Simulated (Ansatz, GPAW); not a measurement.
## Work function of I/Mo(110) at several levels

Aim: the work function of both faces of I/Mo(110), and its spread over functionals and bases.

Program: GPAW 26.7.0 and Ansatz 0.2.0. Level of theory: Ansatz plane waves; slab in vacuum with a dipole correction, relaxation; PAW set soft_1, in the first sound run; inputs show where later runs differ. Results are calculated unless marked as measured.

## Step 1: Starting point

The cell holds 17 atoms: 16 Mo and 1 I. Its edges and angles: a = 5.456 Å, b = 5.456 Å, c = 23.360 Å, α = 90.0°, β = 90.0°, γ = 70.5°. Vacuum lies along c.

## Step 2: Relaxation

The atoms are relaxed first, since the surface dipole, and with it the work function, follows the positions of the outer layers. The lowest 8 atoms are held at bulk positions and keep their forces.

input.yaml reads:

```yaml
crystal:
  lattice:
    - [4.4547727215, -3.15, 0.0]
    - [4.4547727215, 3.15, 0.0]
    - [0.0, 0.0, 23.3599884737]
  atoms:
    - { symbol: Mo, position: [0.0, 0.0, 0.2996576821] }
    - { symbol: Mo, position: [0.25, 0.25, 0.3950081727] }
    - { symbol: Mo, position: [0.0, 0.0, 0.4903586632] }
    - { symbol: Mo, position: [0.25, 0.25, 0.5857091538] }
    - { symbol: Mo, position: [0.0, 0.5, 0.2996576821] }
    - { symbol: Mo, position: [0.25, 0.75, 0.3950081727] }
    - { symbol: Mo, position: [0.0, 0.5, 0.4903586632] }
    - { symbol: Mo, position: [0.25, 0.75, 0.5857091538] }
    - { symbol: Mo, position: [0.5, 0.0, 0.2996576821] }
    - { symbol: Mo, position: [0.75, 0.25, 0.3950081727] }
    - { symbol: Mo, position: [0.5, 0.0, 0.4903586632] }
    - { symbol: Mo, position: [0.75, 0.25, 0.5857091538] }
    - { symbol: Mo, position: [0.5, 0.5, 0.2996576821] }
    - { symbol: Mo, position: [0.75, 0.75, 0.3950081727] }
    - { symbol: Mo, position: [0.5, 0.5, 0.4903586632] }
    - { symbol: Mo, position: [0.75, 0.75, 0.5857091538] }
    - { symbol: I, position: [0.42, 0.42, 0.7003423179] }
kpoints:
  mp_grid: { grid: [6, 6, 1] }
hamiltonian:
  xc: pbe
  pseudopotentials: { kind: paw, azcp: { folder: soft_1 } }
scf:
  occupations: { method: fermi_dirac, width: 0.1 }
efield:
  axis: 3
  dipole_correction: true
  ramp_width: 0.05
relax:
  f_tol: 0.02
  max_steps: 60
  constraints: [{ sites: [0, 1, 4, 5, 8, 9, 12, 13] }]
output:
  write_potential: true
  write_density: true
  volumetric_format: npy
```

Launch:

```bash
> ansatz run input.yaml --threads 4 --pin off --max-ram 8192MiB --backend cpu --events-out ev --progress --plain --runs-dir out
```

Numbers of over 12 decimals in the logs are rounded to 6 here.

What it wrote:

```text
Engine: ansatz 0.2.0, aarch64-unknown-linux-gnu
Pseudopotentials: kind: paw
Pseudopotential: Mo, paw, valence charge 14, recommended cutoff 420 eV (normal), soft_1/Mo.paw.azcp
Pseudopotential: I, paw, valence charge 17, recommended cutoff 420 eV (normal), soft_1/I.paw.azcp
Functional definition: PBE
  parameter kappa = 0.804
  parameter beta = 0.066725
  exchange = pbe_x(kappa = kappa, mu = beta*pi^2/3)
  correlation = pbe_c(beta = beta)
Crystal: 17 atoms, lattice volume = 655.600 Å³
Basis set: ecut = 420 eV, 12835 PW (Γ), exchange–correlation on 80×80×320 points (8 copies of the dense FFT grid, shifted against one another)
Bands: 145, of which v1, the nominal top of the filled ones, is band 121 counted from 1 (120 counted from 0)
Symmetry: 2 space group operations
Space group: Cm (ITA 8), of the structure as read, at distance tolerance 8.7e-5 Å
k-points: 13 of 36 (time reversal used)
Non-local potential: Mo, projectors of the file, l = 0: 3, l = 1: 2, l = 2: 2, l = 3: 1
Non-local potential: I, projectors of the file, l = 0: 2, l = 1: 2, l = 2: 2, l = 3: 1
PAW form: soft (Blöchl's): semilocal exchange-correlation on the pseudo side does not see the compensation charge
PAW one-centre angular grid: Mo, 590 points (default); XC on 64 Gauss nodes
PAW one-centre angular grid: I, 590 points (default); XC on 64 Gauss nodes
Initial density: superposition of atomic densities (neutral atoms: chi_scale 0, normalization atom)
Initial wavefunctions: pseudopotential atomic-orbital guess
Functional: x = pbe(κ = 0.804, μ = 0.219515), c = pbe(β = 0.066725)
SCF iter   1: F=—  HF=-86814.362932 eV  |F-HF|=—  |Δ(HF+E_count)|=         —  Δρ=6.46e-2  dr2=7.26e1  ethr=3.10e-3  p=0.000 e·Å  D=1.02e-6 V/Å  ΔV_dip=-0.00 eV  dr2_dipole=1.29e-2  V_vac-E_F(+/−)=6.05/6.05 eV  ⟨swp⟩=9.4  Hψ=8992  notcnv=0
efield: sawtooth ramp at fractional position 0.9750 (placed from the atoms, in the widest stretch of the axis that holds none; the zero of the levels goes with the place), width 0.0500; the density the first Hamiltonian is built on has a dipole p = 0.000 e·Å; the dipole correction subtracts the counter field D = 1.02e-6 V/Å, which shifts the + side's vacuum level by -0.00 eV against the − side's; the planar-averaged density in the ramp window peaks in size at 1.8e-6 e/Å³
preconditioner: auto → LDOS  [metal: Δε(μ)=0.033 eV  Ē_g=4.483 eV  σ=0.100 eV  W_gap=0.08  n_scr=120 (ndim 8)  ℏωp=14.7 eV  f_vac=0.493  D(μ)=13.56/eV (n_scr^D=76)  β→1.0]
SCF iter   2: F=—  HF=-86806.817447 eV  |F-HF|=—  |Δ(HF+E_count)|=    7.55e0  Δρ=4.32e-2  dr2=2.51e1  ethr=3.10e-3  p=0.051 e·Å  D=1.40e-2 V/Å  ΔV_dip=-0.33 eV  dr2_dipole=6.39e-5  V_vac-E_F(+/−)=4.35/4.68 eV  ⟨swp⟩=4.0  Hψ=5136  notcnv=0
SCF iter   3: F=—  HF=-86802.275914 eV  |F-HF|=—  |Δ(HF+E_count)|=    4.54e0  Δρ=8.33e-3  dr2=1.04e0  ethr=3.10e-3  p=0.049 e·Å  D=1.35e-2 V/Å  ΔV_dip=-0.32 eV  dr2_dipole=2.12e-4  V_vac-E_F(+/−)=4.70/5.02 eV  ⟨swp⟩=3.3  Hψ=4273  notcnv=0
SCF iter   4: F=—  HF=-86802.067135 eV  |F-HF|=—  |Δ(HF+E_count)|=   2.09e-1  Δρ=2.80e-3  dr2=1.02e-1  ethr=4.31e-4  p=0.030 e·Å  D=8.31e-3 V/Å  ΔV_dip=-0.19 eV  dr2_dipole=2.88e-5  V_vac-E_F(+/−)=4.63/4.82 eV  ⟨swp⟩=3.1  Hψ=3807  notcnv=0
SCF iter   5: F=—  HF=-86802.054116 eV  |F-HF|=—  |Δ(HF+E_count)|=   1.30e-2  Δρ=9.41e-4  dr2=1.06e-2  ethr=4.23e-5  p=0.030 e·Å  D=8.16e-3 V/Å  ΔV_dip=-0.19 eV  dr2_dipole=5.14e-4  V_vac-E_F(+/−)=4.57/4.76 eV  ⟨swp⟩=2.8  Hψ=3288  notcnv=0
SCF iter   6: F=—  HF=-86802.056016 eV  |F-HF|=—  |Δ(HF+E_count)|=   1.90e-3  Δρ=3.47e-4  dr2=1.38e-3  ethr=4.41e-6  p=0.023 e·Å  D=6.31e-3 V/Å  ΔV_dip=-0.15 eV  dr2_dipole=1.51e-4  V_vac-E_F(+/−)=4.56/4.71 eV  ⟨swp⟩=2.5  Hψ=2758  notcnv=0
SCF iter   7: F=—  HF=-86802.056655 eV  |F-HF|=—  |Δ(HF+E_count)|=   6.39e-4  Δρ=1.01e-4  dr2=1.64e-4  ethr=5.75e-7  p=0.018 e·Å  D=5.00e-3 V/Å  ΔV_dip=-0.12 eV  dr2_dipole=1.70e-5  V_vac-E_F(+/−)=4.55/4.67 eV  ⟨swp⟩=2.0  Hψ=2665  notcnv=0
SCF iter   8: F=—  HF=-86802.056697 eV  |F-HF|=—  |Δ(HF+E_count)|=   4.23e-5  Δρ=4.46e-5  dr2=3.76e-5  ethr=6.82e-8  p=0.015 e·Å  D=4.28e-3 V/Å  ΔV_dip=-0.10 eV  dr2_dipole=2.04e-8  V_vac-E_F(+/−)=4.55/4.65 eV  ⟨swp⟩=2.5  Hψ=3191  notcnv=0
SCF iter   9: F=-86802.056692 eV  HF=-86802.056694 eV  |F-HF|=1.73e-6  |Δ(HF+E_count)|=   3.07e-6  Δρ=1.61e-5  dr2=5.39e-6  ethr=4.15e-9  p=0.015 e·Å  D=4.08e-3 V/Å  ΔV_dip=-0.10 eV  dr2_dipole=9.96e-8  V_vac-E_F(+/−)=4.55/4.65 eV  ⟨swp⟩=13.0  Hψ=19713  notcnv=0
SCF 1 converged in 9 iterations: F = -86802.056692 eV  dr2 = 5.39e-6
  greatest PAW one-centre occupation: 0.999 electrons in one spin orbital (limit 2), on the Mo atom at site 13 (counted from 0), in its partial waves of l = 0
relax step   1: F+E_penalty+E_count = -86802.05669203 eV  Δ(F+E_penalty+E_count) = +0.000e0 eV  max|allowed force component| = 1.407e0 eV/Å  Δτ_max = 0.0000 Å  (9 SCF iters, dr2 threshold 1.00e-5 eV, accepted)
Initial density: handed on by an earlier stage of this run
Initial wavefunctions: those handed on with the density
iter 1 solved again at ethr=3.56e-4 eV; its pass at ethr=3.10e-3 eV (dr2=8.57e-1 eV) is discarded
SCF iter   1: F=—  HF=-86802.382797 eV  |F-HF|=—  |Δ(HF+E_count)|=         —  Δρ=6.73e-3  dr2=1.07e0  ethr=3.56e-4  p=0.015 e·Å  D=4.08e-3 V/Å  ΔV_dip=-0.10 eV  dr2_dipole=9.24e-2  V_vac-E_F(+/−)=4.57/4.67 eV  ⟨swp⟩=1.7  Hψ=6113  notcnv=0
efield: sawtooth ramp at fractional position 0.9750 (handed on by an earlier solve), width 0.0500; the density the first Hamiltonian is built on has a dipole p = 0.015 e·Å; the dipole correction subtracts the counter field D = 4.08e-3 V/Å, which shifts the + side's vacuum level by -0.10 eV against the − side's; the planar-averaged density in the ramp window peaks in size at 6.5e-6 e/Å³
eigensolver tolerance schedule calibrated: the retry pair's looser diagonalisation under-reported the residual by θ = 0.20 (0.21/decade); ethr = c·dr2/N_el runs at the constant in force after the calibration composes with the one it found (an armed cap, an earlier calibration), c = 2.3e-2
preconditioner: auto → LDOS  [metal: Δε(μ)=0.048 eV  Ē_g=4.115 eV  σ=0.100 eV  W_gap=0.12  n_scr=120 (ndim 8)  ℏωp=14.7 eV  f_vac=0.504  D(μ)=13.67/eV (n_scr^D=76)  β→1.0]
SCF iter   2: F=—  HF=-86802.344267 eV  |F-HF|=—  |Δ(HF+E_count)|=   3.85e-2  Δρ=3.08e-3  dr2=1.79e-1  ethr=1.00e-4  p=0.071 e·Å  D=1.95e-2 V/Å  ΔV_dip=-0.46 eV  dr2_dipole=1.48e-3  V_vac-E_F(+/−)=4.18/4.64 eV  ⟨swp⟩=3.7  Hψ=4404  notcnv=0
[...]
SCF 3 converged in 6 iterations: F = -86802.435384 eV  dr2 = 5.84e-6
  greatest PAW one-centre occupation: 0.999 electrons in one spin orbital (limit 2), on the Mo atom at site 10 (counted from 0), in its partial waves of l = 0
relax step   3: F+E_penalty+E_count = -86802.43538408 eV  Δ(F+E_penalty+E_count) = -1.188e-1 eV  max|allowed force component| = 2.657e-1 eV/Å  Δτ_max = 0.1965 Å  (6 SCF iters, dr2 threshold 4.15e-5 eV, accepted)
[...]
relax step   4: F+E_penalty+E_count = -86802.45097849 eV  Δ(F+E_penalty+E_count) = -1.559e-2 eV  max|allowed force component| = 1.823e-1 eV/Å  Δτ_max = 0.0627 Å  (5 SCF iters, dr2 threshold 7.49e-6 eV, accepted)
[...]
relax step   5: F+E_penalty+E_count = -86802.45441132 eV  Δ(F+E_penalty+E_count) = -3.433e-3 eV  max|allowed force component| = 8.050e-2 eV/Å  Δτ_max = 0.0256 Å  (5 SCF iters, dr2 threshold 3.53e-6 eV, accepted)
[...]
relax step   6: F+E_penalty+E_count = -86802.45540970 eV  Δ(F+E_penalty+E_count) = -9.984e-4 eV  max|allowed force component| = 1.338e-2 eV/Å  Δτ_max = 0.0116 Å  (5 SCF iters, dr2 threshold 1.26e-6 eV, accepted)
iter 1 solved again at ethr=1.22e-10 eV; its pass at ethr=3.10e-3 eV (dr2=2.93e-7 eV) is discarded
SCF iter   1: F=—  HF=-86802.455368 eV  |F-HF|=—  |Δ(HF+E_count)|=         —  Δρ=5.28e-6  dr2=2.93e-7  ethr=1.22e-10  p=0.102 e·Å  D=2.81e-2 V/Å  ΔV_dip=-0.66 eV  dr2_dipole=7.75e-9  V_vac-E_F(+/−)=3.99/4.65 eV  ⟨swp⟩=1.2  Hψ=4452  notcnv=0
efield: sawtooth ramp at fractional position 0.9750 (handed on by an earlier solve), width 0.0500; the density the first Hamiltonian is built on has a dipole p = 0.102 e·Å; the dipole correction subtracts the counter field D = 2.81e-2 V/Å, which shifts the + side's vacuum level by -0.66 eV against the − side's; the planar-averaged density in the ramp window peaks in size at 3.5e-6 e/Å³
preconditioner: auto → LDOS  [metal: Δε(μ)=0.043 eV  Ē_g=4.168 eV  σ=0.100 eV  W_gap=0.11  n_scr=120 (ndim 8)  ℏωp=14.7 eV  f_vac=0.507  D(μ)=13.46/eV (n_scr^D=76)  β→1.0]
SCF iter   2: F=—  HF=-86802.455410 eV  |F-HF|=—  |Δ(HF+E_count)|=   4.16e-5  Δρ=4.86e-6  dr2=4.19e-7  ethr=1.22e-10  p=0.102 e·Å  D=2.81e-2 V/Å  ΔV_dip=-0.66 eV  dr2_dipole=1.47e-10  V_vac-E_F(+/−)=3.99/4.65 eV  ⟨swp⟩=2.1  Hψ=3297  notcnv=0
SCF iter   3: F=-86802.455410 eV  HF=-86802.455410 eV  |F-HF|=1.37e-8  |Δ(HF+E_count)|=   4.90e-8  Δρ=1.20e-6  dr2=2.16e-8  ethr=4.15e-11  p=0.102 e·Å  D=2.81e-2 V/Å  ΔV_dip=-0.66 eV  dr2_dipole=4.11e-10  V_vac-E_F(+/−)=3.99/4.65 eV  ⟨swp⟩=9.0  Hψ=15014  notcnv=0
SCF 7 converged in 3 iterations: F = -86802.455410 eV  dr2 = 2.16e-8
relax step   7: F+E_penalty+E_count = -86802.45540986 eV  Δ(F+E_penalty+E_count) = -1.605e-7 eV  max|allowed force component| = 1.344e-2 eV/Å  Δτ_max = 0.0000 Å  (3 SCF iters, accepted)
NSCF: frozen V_eff on 13 k-points
the band table was solved once a step of the walk had ended and its energy, with any forces and stress, was formed, with the checks that follow a solve (7485 applications of the Hamiltonian). They found nothing against the state; the energy, forces and stress were not computed again (output.eigenvalues in the input reference)
WARN: The output density's exchange-correlation potential varies sharply where the density is thin. Do not read a vacuum level from v_tot or v_xc, or from such a field of the output density. On a cell that repeats whose density bears no net charge and no dipole along the vacuum's axis use v_es (v_loc + v_h of the components); under efield.dipole_correction with no amplitude use v_es + v_field, which holds any externa [...]
SCF converged after 3 iterations
Free energy (F): -86802.455410 eV
Harris-Foulkes:  -86802.455410 eV  (|F-HF|=1.37e-8)
Internal energy: -86802.002427 eV  (E = F + TS)
E sigma→0 (E₀):  -86802.228919 eV
Entropy (-TS):   -0.452983 eV (-26.646 meV/atom)
Fermi energy:    6.163974 eV
Dipole field:    D = 0.028111 V/Å  (p = 0.101848 e·Å, saw-weighted, corrected)
Work function:   Φ+ = 3.9903 eV   Φ− = 4.6469 eV
Levels:          The Fermi level and band energies are counted from a zero that moves with the ramp; work functions are not
--- Per-component energies (eV) ---
  E_band       = -4604.841086
  E_kinetic    = 6896.358814
  E_local      = -263818.456027  (includes V_loc(G=0)·N_el)
  E_nonlocal   = 2494.472469
  E_hartree    = 128156.282352
  E_xc         = -2915.733572
  E_vxc        = -3610.250136  (∫ρ·V_xc dr)
  E_paw        = -56173.865815  (= ΣΔE_a)
  E_vpaw       = -2885.947042  (= ΣTr[D̂ρ^β])
  E_aug_tail   = -0.001712  (compensation charges beyond the density's cutoff)
  E_efield     = 0.001432  (sawtooth field / dipole correction)
  E_vefield    = 6.419333  (∫n·V_field dr)
  E_ewald      = 98558.939633
  E_smearing   = -0.452983  (= −TS)
  E_closure    = 0.000000  (closes the sum)
  Σ components = -86802.455410   (vs F -86802.455410, Δ=0.00e0)
--- Forces (eV/Å), atoms counted from 1 ---
  atom   1  Mo    -0.00509601     0.00000000     0.48508920
  atom   2  Mo     0.06120243     0.00000000    -0.60432634
  atom   3  Mo     0.00221045     0.00000000     0.01139522
  atom   4  Mo     0.00726711     0.00000000    -0.00434513
  atom   5  Mo     0.01290814    -0.03461643     0.55053360
  atom   6  Mo    -0.01224306     0.04265775    -0.39935627
  atom   7  Mo    -0.00033849    -0.00499693    -0.01171612
  atom   8  Mo    -0.00170528    -0.00377034     0.00022161
  atom   9  Mo     0.01290814     0.03461643     0.55053360
  atom  10  Mo    -0.01224306    -0.04265775    -0.39935627
  atom  11  Mo    -0.00033849     0.00499693    -0.01171612
  atom  12  Mo    -0.00170528     0.00377034     0.00022161
  atom  13  Mo    -0.03169865     0.00000000     0.43151978
  atom  14  Mo    -0.03347843     0.00000000    -0.61960358
  atom  15  Mo    -0.00418321     0.00000000     0.00951586
  atom  16  Mo     0.01344152     0.00000000     0.00482853
  atom  17  I     -0.00689924     0.00000000     0.00656425
  max |Σ_I F_I| component: 8.58e-6 eV/Å
--- Band table (eV; the first three rows and the last of 13) ---
  k-point 0: bands = [... 117 lower, 6.7531, 6.8914, 7.0248, 7.0893, 7.1963, 7.2720, 7.2786, 7.3288, ... 20 higher]
  k-point 1: bands = [... 117 lower, 6.5536, 6.6267, 6.7738, 6.8267, 6.8737, 7.0888, 7.1617, 7.1946, ... 20 higher]
  k-point 2: bands = [... 117 lower, 5.7527, 5.8894, 6.0028, 6.2578, 6.4896, 6.6484, 6.7310, 6.8934, ... 20 higher]
  k-point 12: bands = [... 117 lower, 5.4403, 5.4435, 5.4483, 5.4767, 5.5551, 5.5994, 5.8397, 5.9454, ... 20 higher]
--- Relaxed structure (7 steps of the walk, 7 accepted, 0 SCFs on fresh bases) ---
  F+E_penalty+E_count = -86802.45540986 eV   max|allowed force component| = 1.344e-2 eV/Å
  atoms:
    - { symbol: Mo, position: [0.0, 0.0, 0.2996576821] }
    - { symbol: Mo, position: [0.250000, 0.250000, 0.3950081727] }
    - { symbol: Mo, position: [0.00176436, 0.00176436, 0.489550] }
    - { symbol: Mo, position: [0.240910, 0.240910, 0.585650] }
    - { symbol: Mo, position: [0.0, 0.500000, 0.2996576821] }
    - { symbol: Mo, position: [0.25, 0.750000, 0.3950081727] }
    - { symbol: Mo, position: [0.000364152, 0.499644, 0.492051] }
    - { symbol: Mo, position: [0.253529, 0.750416, 0.584040] }
    - { symbol: Mo, position: [0.500000, 0.0, 0.2996576821] }
    - { symbol: Mo, position: [0.750000, 0.25, 0.3950081727] }
    - { symbol: Mo, position: [0.499644, 0.000364152, 0.492051] }
    - { symbol: Mo, position: [0.750416, 0.253529, 0.584040] }
    - { symbol: Mo, position: [0.500000, 0.500000, 0.2996576821] }
    - { symbol: Mo, position: [0.75, 0.75, 0.3950081727] }
    - { symbol: Mo, position: [0.499397, 0.499397, 0.490889] }
    - { symbol: Mo, position: [0.754964, 0.754964, 0.582285] }
    - { symbol: I, position: [0.432416, 0.432416, 0.683515] }
```

The job ended after 4 min (4 threads of Arm Neoverse V1, shared host; peak memory 2.3 GiB).

Step by step:

| step | energy less that of the first step (eV) | largest force component (eV/Å) |
| --- | --- | --- |
| 1 | 0.0000 | 1.4068 |
| 2 | -0.2599 | 0.8152 |
| 3 | -0.3787 | 0.2657 |
| 4 | -0.3943 | 0.1823 |
| 5 | -0.3977 | 0.0805 |
| 6 | -0.3987 | 0.0134 |
| 7 | -0.3987 | 0.0134 |

Forces are held to the 2 operations that the run works with; a distortion that breaks them can't arise in this run.

The atoms that moved most (Å):

| atom | dx | dy | dz | length |
| --- | --- | --- | --- | --- |
| I17 | 0.111 | 0.000 | -0.393 | 0.408 |
| Mo16 | 0.044 | 0.000 | -0.080 | 0.091 |
| Mo4 | -0.081 | 0.000 | -0.001 | 0.081 |
| Mo8 | 0.018 | -0.010 | -0.039 | 0.044 |
| Mo12 | 0.018 | 0.010 | -0.039 | 0.044 |
| Mo11 | 0.000 | 0.002 | 0.040 | 0.040 |
| Mo7 | 0.000 | -0.002 | 0.040 | 0.040 |
| Mo3 | 0.016 | 0.000 | -0.019 | 0.025 |

Numbers from this step:

```yaml
free_energy: -86802.4554 eV
smearing_term_ts: 0.4530 eV
symmetry_operations: 2
upper_work_function: 3.990 eV
lower_work_function: 4.647 eV
dipole_along_the_normal: 0.1018 e·Å
dipole_field: 0.02811 V/Å
vacuum_level_above: 10.15 eV
vacuum_level_below: 10.81 eV
```

The electrostatic potential energy of an electron (with the applied field's), less the Fermi level, planar mean oscillates, so the rows of the table below give means over windows of 1 Å about each position, cut where the curve ends. Its maxima inside the range that stand out by 2 % of the span (Å: eV): 8.2: -2.28, 10.4: -2.17, 12.6: -2.73, 15.0: 0.419. Its minima: 7.0: -22.6, 9.2: -23.0, 11.5: -22.9, 13.6: -22.5, 15.6: -1.21.

Electrostatic potential energy of an electron (with the applied field's), less the Fermi level, planar mean against z; means over each step:

z (Å), electrostatic potential energy of an electron (with the applied field's), less the Fermi level, planar mean (eV) and a bar from the least value:
```
        0        4.5 ##############################
        1        4.6 ##############################
        2        4.6 ##############################
        3        4.6 ##############################
        4        4.6 ##############################
        5        3.9 #############################
        6       -3.0 ####################
        7      -19.4 
        8       -5.7 #################
        9      -18.4 #
       10       -8.5 ##############
       11      -14.3 ######
       12      -13.3 ########
       13      -10.9 ###########
       14      -16.2 ####
       15       -0.8 #######################
       16       -1.1 #######################
       17        2.2 ###########################
       18        3.9 #############################
       19        4.0 #############################
       20        4.0 #############################
       21        4.0 #############################
       22        4.0 #############################
       23        4.1 #############################
```

The valence density, planar mean oscillates, so the rows of the table below give means over windows of 2.26 Å about each position, cut where the curve ends. Its maxima inside the range that stand out by 2 % of the span (Å: e/Å³): 7.0: 1.63, 9.2: 1.62, 11.5: 1.61, 13.6: 1.62, 15.9: 0.556. Its minima: 8.2: 0.328, 10.4: 0.315, 12.6: 0.349, 15.0: 0.146.

The valence density, planar mean by z; means over each step:

| z (Å) | valence density, planar mean (e/Å³) |
| --- | --- |
| 1.13 | 4.7e-6 |
| 3.39 | 0.00107 |
| 5.65 | 0.290 |
| 7.91 | 0.904 |
| 10.17 | 0.893 |
| 12.43 | 0.945 |
| 14.69 | 0.598 |
| 16.95 | 0.169 |
| 19.21 | 3.8e-4 |
| 21.47 | 0 |

The relaxation lowered the energy of the cell by 0.399 eV.

(Part 1 of 3 ends here.)

[Logs are printed without paths, hosts, clocks, repeated set-up lines and the standing remarks that a program may print on its own settings, such as how far it seeks lower states.]

[Hosts, paths, dates, database ids (printed as entryN), source tags and the programs' standing remarks are cut or masked in the printed files.]
